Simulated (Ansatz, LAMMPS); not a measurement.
# Structural relaxation of glassy 30Al2O3-70P2O5 (mol %) (128 atoms), part 2 of 3

How does glassy 30Al2O3-70P2O5 (mol %) (128 atoms) relax, and what do bonds, charges and levels look like afterwards?

Ansatz 0.2.0; Kohn-Sham DFT, PBEsol, PAW (set soft_2), plane waves.

The cell: 12 Al, 28 P and 88 O. The quench rate of 100 K/ps is orders of magnitude faster than experiment. The starting topology of bonds comes from the classical model. Sampling is at Γ alone, for a cell whose shortest periodic width is 12 Å.

So far. Step 3 (Single point at the start): Neighbours are counted within 2.11 Å (O-P), 2.27 Å (O-Al).

## 4. Relaxation

The atoms are relaxed in the fixed cell, aiming at the force tolerance of the input.

The input, input.yaml:

```yaml
crystal:
  lattice:
    - [11.90826, 0.0, 0.0]
    - [0.0, 11.90826, 0.0]
    - [0.0, 0.0, 11.90826]
  atoms:
    [... the 128 atom lines of step 3 ...]
kpoints:
  mp_grid: { grid: [1, 1, 1] }
hamiltonian:
  xc: pbesol
scf:
  occupations: { method: fixed }
output:
  forces: true
relax:
  f_tol: 0.05
  max_steps: 200
```

Command:

```sh
> ansatz run input.yaml --threads 4 --pin off --max-ram 8192MiB --backend cpu --events-out ev --progress --plain --runs-dir out
```

Numbers of over 12 decimals in the logs are rounded to 6 here.

Output:

```text
[...]
Crystal: 128 atoms, lattice volume = 1688.671 Å³
Basis set: ecut = 420 eV, 32987 PW (Γ), exchange–correlation on 160×160×160 points (8 copies of the dense FFT grid, shifted against one another)
Bands: 480, of which v1, the nominal top of the filled ones, is band 352 counted from 1 (351 counted from 0)
Symmetry: 1 space group operations
[...]
k-points: 1
[...]
SCF iter   1: F=—  HF=-76428.951824 eV  |F-HF|=—  |Δ(HF+E_count)|=         —  Δρ=1.15e-2  dr2=2.16e0  ethr=1.77e-3  ⟨swp⟩=7.0  Hψ=1752  notcnv=0  defer=126
[...]
SCF iter   3: F=—  HF=-76428.297004 eV  |F-HF|=—  |Δ(HF+E_count)|=   5.12e-2  Δρ=1.39e-3  dr2=7.74e-2  ethr=3.31e-5  ⟨swp⟩=3.0  Hψ=739  notcnv=0  defer=108
automatic band count: iteration 3 solves 462 bands in place of 480: the levels show a gap, and the empty bands left out lie too high to hold charge; the band table lists the bands solved (type scf.n_extra_bands for more)
SCF iter   4: F=—  HF=-76428.274248 eV  |F-HF|=—  |Δ(HF+E_count)|=   2.28e-2  Δρ=9.90e-4  dr2=1.52e-2  ethr=1.10e-5  ⟨swp⟩=4.0  Hψ=683  notcnv=0  defer=108
[...]
SCF iter   7: F=-76428.271842 eV  HF=-76428.271840 eV  |F-HF|=1.92e-6  |Δ(HF+E_count)|=   8.86e-5  Δρ=5.70e-5  dr2=5.02e-5  ethr=8.88e-9  ⟨swp⟩=4.0  Hψ=1829  notcnv=0
SCF 1 converged in 7 iterations: F = -76428.271842 eV  dr2 = 5.02e-5
[...]
relax step   1: F+E_penalty+E_count = -76428.27184208 eV  Δ(F+E_penalty+E_count) = +0.000e0 eV  max|allowed force component| = 5.322e0 eV/Å  Δτ_max = 0.0000 Å  (7 SCF iters, dr2 threshold 6.25e-5 eV, accepted)
[... from here on, the SCF cycles and remarks between the steps are left out ...]
relax step   2: F+E_penalty+E_count = -76433.71986343 eV  Δ(F+E_penalty+E_count) = -5.448e0 eV  max|allowed force component| = 3.542e0 eV/Å  Δτ_max = 0.1094 Å  (7 SCF iters, dr2 threshold 1.00e-4 eV, accepted)
relax step   3: F+E_penalty+E_count = -76439.32982112 eV  Δ(F+E_penalty+E_count) = -5.610e0 eV  max|allowed force component| = 1.659e0 eV/Å  Δτ_max = 0.1950 Å  (8 SCF iters, dr2 threshold 1.00e-4 eV, accepted)
relax step   4: F+E_penalty+E_count = -76441.02384541 eV  Δ(F+E_penalty+E_count) = -1.694e0 eV  max|allowed force component| = 9.781e-1 eV/Å  Δτ_max = 0.2000 Å  (7 SCF iters, dr2 threshold 1.00e-4 eV, accepted)
relax step   5: F+E_penalty+E_count = -76442.17952025 eV  Δ(F+E_penalty+E_count) = -1.156e0 eV  max|allowed force component| = 9.395e-1 eV/Å  Δτ_max = 0.1943 Å  (7 SCF iters, dr2 threshold 1.00e-4 eV, accepted)
relax step   6: F+E_penalty+E_count = -76442.72557623 eV  Δ(F+E_penalty+E_count) = -5.461e-1 eV  max|allowed force component| = 7.374e-1 eV/Å  Δτ_max = 0.2000 Å  (6 SCF iters, dr2 threshold 1.00e-4 eV, accepted)
relax step   7: F+E_penalty+E_count = -76443.23070405 eV  Δ(F+E_penalty+E_count) = -5.051e-1 eV  max|allowed force component| = 7.810e-1 eV/Å  Δτ_max = 0.1951 Å  (6 SCF iters, dr2 threshold 1.00e-4 eV, accepted)
relax step   8: F+E_penalty+E_count = -76443.80991016 eV  Δ(F+E_penalty+E_count) = -5.792e-1 eV  max|allowed force component| = 2.445e-1 eV/Å  Δτ_max = 0.2000 Å  (7 SCF iters, dr2 threshold 1.00e-4 eV, accepted)
relax step   9: F+E_penalty+E_count = -76444.04426629 eV  Δ(F+E_penalty+E_count) = -2.344e-1 eV  max|allowed force component| = 4.104e-1 eV/Å  Δτ_max = 0.2000 Å  (8 SCF iters, dr2 threshold 5.86e-6 eV, accepted)
relax step  10: F+E_penalty+E_count = -76444.07811751 eV  Δ(F+E_penalty+E_count) = -3.385e-2 eV  max|allowed force component| = 4.356e-1 eV/Å  Δτ_max = 0.0956 Å  (7 SCF iters, dr2 threshold 1.65e-5 eV, accepted)
relax step  11: F+E_penalty+E_count = -76444.18614797 eV  Δ(F+E_penalty+E_count) = -1.080e-1 eV  max|allowed force component| = 4.905e-1 eV/Å  Δτ_max = 0.2000 Å  (7 SCF iters, dr2 threshold 1.00e-4 eV, accepted)
relax step  12: F+E_penalty+E_count = -76444.32157666 eV  Δ(F+E_penalty+E_count) = -1.354e-1 eV  max|allowed force component| = 3.857e-1 eV/Å  Δτ_max = 0.2000 Å  (6 SCF iters, dr2 threshold 1.00e-4 eV, accepted)
relax step  13: F+E_penalty+E_count = -76444.42746322 eV  Δ(F+E_penalty+E_count) = -1.059e-1 eV  max|allowed force component| = 1.394e-1 eV/Å  Δτ_max = 0.2000 Å  (6 SCF iters, dr2 threshold 9.20e-5 eV, accepted)
relax step  14: F+E_penalty+E_count = -76444.51040797 eV  Δ(F+E_penalty+E_count) = -8.294e-2 eV  max|allowed force component| = 2.445e-1 eV/Å  Δτ_max = 0.2000 Å  (8 SCF iters, dr2 threshold 2.54e-6 eV, accepted)
relax step  15: F+E_penalty+E_count = -76444.63491225 eV  Δ(F+E_penalty+E_count) = -1.245e-1 eV  max|allowed force component| = 4.320e-1 eV/Å  Δτ_max = 0.1955 Å  (7 SCF iters, dr2 threshold 7.81e-6 eV, accepted)
relax step  16: F+E_penalty+E_count = -76444.82600500 eV  Δ(F+E_penalty+E_count) = -1.911e-1 eV  max|allowed force component| = 5.707e-1 eV/Å  Δτ_max = 0.1953 Å  (6 SCF iters, dr2 threshold 1.00e-4 eV, accepted)
relax step  17: F+E_penalty+E_count = -76444.86709831 eV  Δ(F+E_penalty+E_count) = -4.109e-2 eV  max|allowed force component| = 9.617e-1 eV/Å  Δτ_max = 0.1483 Å  (6 SCF iters, dr2 threshold 1.00e-4 eV, accepted)
[...]
relax step  22: F+E_penalty+E_count = -76445.54691331 eV  Δ(F+E_penalty+E_count) = -9.015e-2 eV  max|allowed force component| = 3.838e-1 eV/Å  Δτ_max = 0.1938 Å  (6 SCF iters, dr2 threshold 7.97e-5 eV, accepted)
relax step  23: F+E_penalty+E_count = -76445.54806964 eV  Δ(F+E_penalty+E_count) = -1.156e-3 eV  max|allowed force component| = 1.023e0 eV/Å  Δτ_max = 0.1950 Å  (6 SCF iters, dr2 threshold 1.00e-4 eV, accepted)
relax step  24: F+E_penalty+E_count = -76445.72931110 eV  Δ(F+E_penalty+E_count) = -1.812e-1 eV  max|allowed force component| = 1.886e-1 eV/Å  Δτ_max = 0.2000 Å  (7 SCF iters, dr2 threshold 1.00e-4 eV, accepted)
relax step  25: F+E_penalty+E_count = -76445.76051811 eV  Δ(F+E_penalty+E_count) = -3.121e-2 eV  max|allowed force component| = 2.755e-1 eV/Å  Δτ_max = 0.0354 Å  (9 SCF iters, accepted)
relax step  26: F+E_penalty+E_count = -76445.77529192 eV  Δ(F+E_penalty+E_count) = -1.477e-2 eV  max|allowed force component| = 2.123e-1 eV/Å  Δτ_max = 0.0515 Å  (7 SCF iters, dr2 threshold 4.75e-6 eV, accepted)
relax step  27: F+E_penalty+E_count = -76445.76784319 eV  Δ(F+E_penalty+E_count) = +7.449e-3 eV  max|allowed force component| = 1.840e-1 eV/Å  Δτ_max = 0.2000 Å  (7 SCF iters, dr2 threshold 2.67e-5 eV, rejected (line search))
relax step  28: F+E_penalty+E_count = -76445.79948326 eV  Δ(F+E_penalty+E_count) = -2.419e-2 eV  max|allowed force component| = 1.056e-1 eV/Å  Δτ_max = 0.0931 Å  (9 SCF iters, accepted)
relax step  29: F+E_penalty+E_count = -76445.79409239 eV  Δ(F+E_penalty+E_count) = +5.391e-3 eV  max|allowed force component| = 1.621e-1 eV/Å  Δτ_max = 0.1000 Å  (8 SCF iters, dr2 threshold 2.76e-6 eV, rejected (line search))
relax step  30: F+E_penalty+E_count = -76445.81163328 eV  Δ(F+E_penalty+E_count) = -1.215e-2 eV  max|allowed force component| = 4.540e-2 eV/Å  Δτ_max = 0.0500 Å  (9 SCF iters, accepted)
relax step  31: F+E_penalty+E_count = -76445.81775232 eV  Δ(F+E_penalty+E_count) = -6.119e-3 eV  max|allowed force component| = 8.571e-2 eV/Å  Δτ_max = 0.0487 Å  (9 SCF iters, accepted)
relax step  32: F+E_penalty+E_count = -76445.81904655 eV  Δ(F+E_penalty+E_count) = -1.294e-3 eV  max|allowed force component| = 1.059e-1 eV/Å  Δτ_max = 0.0356 Å  (9 SCF iters, accepted)
relax step  33: F+E_penalty+E_count = -76445.82143864 eV  Δ(F+E_penalty+E_count) = -2.392e-3 eV  max|allowed force component| = 9.651e-2 eV/Å  Δτ_max = 0.0082 Å  (4 SCF iters, dr2 threshold 1.12e-5 eV, accepted)
relax step  34: F+E_penalty+E_count = -76445.83578263 eV  Δ(F+E_penalty+E_count) = -1.434e-2 eV  max|allowed force component| = 1.328e-1 eV/Å  Δτ_max = 0.1688 Å  (7 SCF iters, dr2 threshold 7.74e-6 eV, accepted)
relax step  35: F+E_penalty+E_count = -76445.84367067 eV  Δ(F+E_penalty+E_count) = -7.888e-3 eV  max|allowed force component| = 4.173e-1 eV/Å  Δτ_max = 0.1366 Å  (7 SCF iters, dr2 threshold 1.47e-5 eV, accepted)
relax step  36: F+E_penalty+E_count = -76445.85626864 eV  Δ(F+E_penalty+E_count) = -1.260e-2 eV  max|allowed force component| = 1.961e-1 eV/Å  Δτ_max = 0.0240 Å  (5 SCF iters, dr2 threshold 1.00e-4 eV, accepted)
relax step  37: F+E_penalty+E_count = -76445.87865161 eV  Δ(F+E_penalty+E_count) = -2.238e-2 eV  max|allowed force component| = 1.192e-1 eV/Å  Δτ_max = 0.2000 Å  (7 SCF iters, dr2 threshold 8.50e-6 eV, accepted)
relax step  38: F+E_penalty+E_count = -76445.88892473 eV  Δ(F+E_penalty+E_count) = -1.027e-2 eV  max|allowed force component| = 7.464e-2 eV/Å  Δτ_max = 0.0897 Å  (7 SCF iters, dr2 threshold 3.14e-6 eV, accepted)
relax step  39: F+E_penalty+E_count = -76445.89317566 eV  Δ(F+E_penalty+E_count) = -4.251e-3 eV  max|allowed force component| = 6.358e-2 eV/Å  Δτ_max = 0.0756 Å  (9 SCF iters, accepted)
relax step  40: F+E_penalty+E_count = -76445.89601947 eV  Δ(F+E_penalty+E_count) = -2.844e-3 eV  max|allowed force component| = 3.987e-2 eV/Å  Δτ_max = 0.0566 Å  (9 SCF iters, accepted)
relax step  41: F+E_penalty+E_count = -76445.88774195 eV  Δ(F+E_penalty+E_count) = +8.278e-3 eV  max|allowed force component| = 2.637e-1 eV/Å  Δτ_max = 0.1025 Å  (9 SCF iters, rejected (line search))
relax step  42: F+E_penalty+E_count = -76445.89430299 eV  Δ(F+E_penalty+E_count) = +1.716e-3 eV  max|allowed force component| = 5.576e-2 eV/Å  Δτ_max = 0.0499 Å  (9 SCF iters, rejected (line search))
relax step  43: F+E_penalty+E_count = -76445.89790601 eV  Δ(F+E_penalty+E_count) = -1.887e-3 eV  max|allowed force component| = 2.037e-2 eV/Å  Δτ_max = 0.0243 Å  (8 SCF iters, accepted)
SCF converged after 8 iterations
Free energy (F): -76445.897906 eV
[...]
Internal energy: -76445.897906 eV  (E = F + TS)
E sigma→0 (E₀):  -76445.897906 eV
Fermi energy:    2.988617 eV
[...]
--- Forces (eV/Å), atoms counted from 1 ---
  atom   1  Al     0.00739815     0.00595510     0.00292133
  atom   2  Al     0.00488601     0.00413005     0.00076941
  atom   3  Al    -0.00044888     0.00908523    -0.00060867
  atom   4  Al    -0.00843010    -0.00025737     0.00428857
  atom   5  Al    -0.00522149    -0.00233258     0.00029848
  atom   6  Al    -0.00293581     0.00002637     0.00320570
  atom   7  Al    -0.00278384    -0.00034149    -0.00419294
  atom   8  Al    -0.00308640     0.00661184     0.00872088
  atom   9  Al     0.00278573     0.00085926    -0.00128782
  atom  10  Al    -0.00676651     0.00024658    -0.00119062
  atom  11  Al    -0.00321862    -0.00233290     0.00576255
  atom  12  Al     0.00294827    -0.00306361     0.01570324
  atom  13  P      0.00915833    -0.00356967     0.00428217
  atom  14  P     -0.00336284     0.00766148    -0.01546949
[...]
atom 127  O      0.00531820     0.00658738    -0.00289518
  atom 128  O      0.00821324     0.00472181     0.00442922
  max |Σ_I F_I| component: 3.90e-5 eV/Å
--- Relaxed structure (43 steps of the walk, 39 accepted, 0 SCFs on fresh bases) ---
  F+E_penalty+E_count = -76445.89790601 eV   max|allowed force component| = 2.037e-2 eV/Å
  atoms:
    - { symbol: Al, position: [0.896434, 0.212141, 0.756372] }
    - { symbol: Al, position: [0.192433, 0.702921, 0.341392] }
    - { symbol: Al, position: [-0.00457367, 0.567280, -0.029239] }
    - { symbol: Al, position: [0.522603, 0.225801, 0.873045] }
[...]
- { symbol: O, position: [0.953840, 0.904782, 0.387926] }
```

It took 12 min on 4 threads of Intel Xeon Platinum 8488C (Sapphire Rapids), shared host; peak memory 2.2 GiB; 42 min of CPU time.

Step by step (22 of 43):

```csv
step,energy less that of the first step (eV),largest force component (eV/Å)
1,0.0000,5.3220
3,-11.0580,1.6587
5,-13.9077,0.9395
7,-14.9589,0.7810
9,-15.7724,0.4104
11,-15.9143,0.4905
13,-16.1556,0.1394
15,-16.3631,0.4320
17,-16.5953,0.9617
19,-16.9898,0.3481
21,-17.1849,0.4201
23,-17.2762,1.0229
25,-17.4887,0.2755
27,-17.4960,0.1840
29,-17.5222,0.1621
31,-17.5459,0.0857
33,-17.5496,0.0965
35,-17.5718,0.4173
37,-17.6068,0.1192
39,-17.6213,0.0636
41,-17.6159,0.2637
43,-17.6261,0.0204
```

Relaxation steps 27, 29, 41, 42 were tried and not accepted.

The atoms that moved most (Å):

```csv
atom,dx,dy,dz,length
O73,-1.290,-0.699,0.555,1.569
O83,0.779,0.295,1.117,1.393
O50,0.892,-0.410,0.682,1.195
O60,0.936,0.464,-0.448,1.137
O81,0.134,-0.876,0.682,1.118
O122,0.333,0.697,0.788,1.104
O88,0.290,-0.235,-1.020,1.086
O118,-0.293,-0.974,0.353,1.076
```

The relaxation changed the energy by -138 meV/atom, and atoms moved by 0.68 Å r.m.s., 1.6 Å at most.

## 5. Local order after relaxation

Bonds before and after, by the cutoffs listed below:

```csv
pair,bonds before,bonds after,mean before (Å),mean after (Å),spread before (Å),spread after (Å)
O-P,113,113,1.539,1.556,0.049,0.070
O-Al,52,58,1.821,1.841,0.161,0.093
```

Density 2.56 g/cm³, 13.19 Å³ an atom.

Pair distribution functions g(r), in bins of 0.2 Å:

```csv
r (Å),total,O-O,O-P,O-Al,P-P,P-Al,Al-Al
1.40,0.68,0.00,2.27,0.00,0.00,0.00,0.00
1.60,3.05,0.00,10.13,0.00,0.00,0.00,0.00
1.80,1.27,0.00,0.35,9.03,0.00,0.00,0.00
2.00,0.22,0.00,0.00,1.68,0.00,0.00,0.00
2.20,0.03,0.00,0.00,0.26,0.00,0.00,0.00
2.40,0.89,1.88,0.00,0.00,0.00,0.00,0.00
2.60,1.85,3.91,0.00,0.00,0.00,0.00,0.00
2.80,0.42,0.77,0.00,0.00,0.64,0.27,1.17
3.00,0.78,0.94,0.21,0.14,3.60,1.94,0.00
3.20,0.84,0.54,0.87,0.19,0.69,6.28,0.95
3.40,0.75,0.65,0.97,0.50,0.15,1.57,2.53
3.60,0.92,0.76,1.45,0.92,0.00,0.00,0.69
3.80,1.22,0.87,1.65,2.19,0.58,0.13,0.00
4.00,1.27,0.97,1.90,1.42,1.07,0.25,0.00
4.20,1.07,0.72,1.30,2.21,0.58,0.58,0.53
4.40,0.93,0.85,0.93,1.13,1.50,0.52,0.48
4.60,0.96,1.13,0.66,0.81,1.20,1.21,1.72
4.80,1.17,1.41,0.87,0.61,1.94,1.29,0.82
5.00,1.26,1.45,1.04,0.86,1.58,1.70,1.12
5.20,0.94,1.07,0.78,0.52,1.40,1.17,1.36
5.40,0.96,1.04,0.89,0.63,0.99,1.17,2.52
5.60,0.91,0.82,1.00,0.97,0.82,1.01,1.48
5.80,0.94,0.90,0.98,0.96,0.92,0.78,1.67
```

Bonds by pair of elements; cutoffs follow the first minimum of g(r), held within bounds set by covalent radii, and pairs that aren't listed don't count as bonded:

```csv
pair A-B,cutoff (Å),bonds,mean length (Å),spread (Å),shortest (Å),B about A,A about B
O-P,2.11,113,1.56,0.07,1.45,1.28,4.04
O-Al,2.49,58,1.84,0.093,1.73,0.659,4.83
```

How many atoms have how many bonded neighbours:

```csv
element,mean,1,2,3,4,5,6
Al,4.83,0,0,0,3,8,1
O,1.94,8,77,3,0,0,0
P,4.04,0,0,0,27,1,0
```

Bond angles, per cent of each kind in bins of 5°:

```csv
angle (°),O-P-O,O-Al-O,Al-O-P,P-O-P
65–70,0.0,0.9,0.0,0.0
70–75,0.0,0.0,0.0,0.0
75–80,0.0,2.6,0.0,0.0
80–85,0.0,7.1,0.0,0.0
85–90,1.7,15.0,1.9,0.0
90–95,1.7,13.3,0.0,0.0
95–100,5.2,14.2,0.0,0.0
100–105,19.8,7.1,1.9,0.0
105–110,26.2,9.7,0.0,0.0
110–115,27.9,4.4,0.0,0.0
115–120,11.0,1.8,0.0,3.7
120–125,4.7,5.3,0.0,7.4
125–130,0.6,3.5,0.0,0.0
130–135,0.0,2.6,15.4,22.2
135–140,0.6,0.0,9.6,22.2
140–145,0.0,0.9,11.5,18.5
145–150,0.0,0.0,21.2,11.1
150–155,0.0,2.6,13.5,7.4
155–160,0.0,1.8,11.5,3.7
160–165,0.0,2.6,1.9,3.7
165–170,0.0,0.9,7.7,0.0
170–175,0.6,3.5,3.9,0.0
```

Bond angles (no mean is given where the spread exceeds 20°):

```csv
angle,count,mean (°),spread (°)
O-P-O,172,109,8.7
O-Al-O,113,-,-
Al-O-P,52,146,14.9
P-O-P,27,140,10.1
Al-O-Al,7,121,16.3
```

Oxygen atoms by the number of network formers (Si, P, Ge, B, Al, As, Ga) bound to them:

```csv
network formers bound to O,O atoms,per cent
0,0,0
1,8,9.1
2,77,87.5
3,3,3.4
```

Network units: each former by its oxygen neighbours and how many of them bridge to another former:

```csv
former,O neighbours,bridging O,atoms
P,4,3,8
P,4,4,19
P,5,5,1
Al,4,4,3
Al,5,5,8
Al,6,6,1
```

Bond length by coordination (bonds to H left out):

```csv
element,coordination,atoms,mean bond length (Å)
Al,4,3,1.76
Al,5,8,1.85
Al,6,1,1.94
O,1,8,1.46
O,2,77,1.65
O,3,3,1.84
P,4,27,1.55
P,5,1,1.66
```

Rings of the network by King's shortest-path rule, up to 12 atoms, one path for each pair of neighbours; H, halogens, alkali and alkaline-earth atoms are left out, and the last column divides by all other atoms, bonded or not:

```csv
ring size (atoms),rings,per network atom
4,2,0.016
6,1,0.008
8,16,0.125
10,26,0.203
12,22,0.172
```

First main peaks of g(r), for some of the pairs, lie near 2.5 Å (O-O), 1.6 Å (O-P), 1.8 Å (O-Al), 3.0 Å (P-P) and 3.2 Å (P-Al). With the cutoffs above, 67 % of Al atoms have 5, 88 % of O atoms have 2 and 96 % of P atoms have 4 bonded neighbours. The O-P-O angle averages 109° with a spread of 9°. 88 % of the oxygens bridge two formers (P and Al) and 9 % are non-bridging; 3 % join three. The commonest P unit has 4 oxygens, 4 of them shared with other formers (19 of 28 atoms). Rings of 10 atoms are the most common (39 % of those counted); sizes run from 4 to 12, where the search stops.

[end of part 2 of 3]

[Logs are printed without paths, hosts, clocks, repeated set-up lines and the standing remarks that a program may print on its own settings, such as how far it seeks lower states.]

[Hosts, paths, dates, database ids (printed as entryN), source tags and the programs' standing remarks are cut or masked in the printed files.]
